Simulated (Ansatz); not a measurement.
# amorphous Si2O: which shell does photoemission see at 21.2 and 8047.8 eV? (PBEsol, PAW set soft_1)

The valence band of amorphous Si2O mixes several shells. Work out by hand which one leads the spectrum's area at each photon energy.

Filled states come from the projected DOS of Ansatz 0.2.0 (PBEsol, plane waves); cross sections σ and asymmetry parameters β are those of free atoms in a Dirac–Hartree–Slater calculation. A shell's area is states × σ × angular factor, which is 1 + β·P₂(cos θ) for linear light, with θ = 0° from the polarisation and P₂ = 1.000.

**At 21.2 eV** (states counted from 11.2 eV below the zero; other shells add 11 to the products' sum of 260):

| shell | filled states a cell | cross section (Mb an electron) | β | angular factor | product | share by hand (%) | share in the simulated spectrum (%) |
| --- | --- | --- | --- | --- | --- | --- | --- |
| O 2s | 1.73 | 0 | 0.00 | 1.00 | 0 | 0 | 0 |
| O 2p | 48.93 | 2.73 | 0.81 | 1.81 | 242 | 93 | 93 |
| Si 3s | 18.62 | 0.129 | 2.00 | 3.00 | 7.2 | 3 | 3 |

**At 8047.8 eV** (states counted from 24.3 eV below the zero; other shells add 1.5e-05 to the products' sum of 0.000888):

| shell | filled states a cell | cross section (Mb an electron) | β | angular factor | product | share by hand (%) | share in the simulated spectrum (%) |
| --- | --- | --- | --- | --- | --- | --- | --- |
| O 2s | 16.40 | 7.35e-06 | 2.00 | 3.00 | 0.000361 | 41 | 40 |
| O 2p | 50.52 | 9.37e-08 | 0.10 | 1.09 | 5.18e-06 | 1 | 1 |
| Si 3s | 23.78 | 7.09e-06 | 2.00 | 3.00 | 0.000506 | 57 | 57 |

O 2p leads at 21.2 eV and Si 3s at 8047.8 eV. Between the two energies σ of O 2p changes by a factor 3.4e-8 and that of Si 3s by 5.5e-5, so their ratio moves 1601-fold in favour of the second. The simulated spectrum uses the same rule on the energy-resolved DOS, so the two share columns agree within a few points.

Only crystals where the two columns agree within 4 points and the lead is clear are worked in this form. Free-atom cross sections ignore the solid's final states, no escape depth or background enters, and the count of states a shell hangs on the projection.
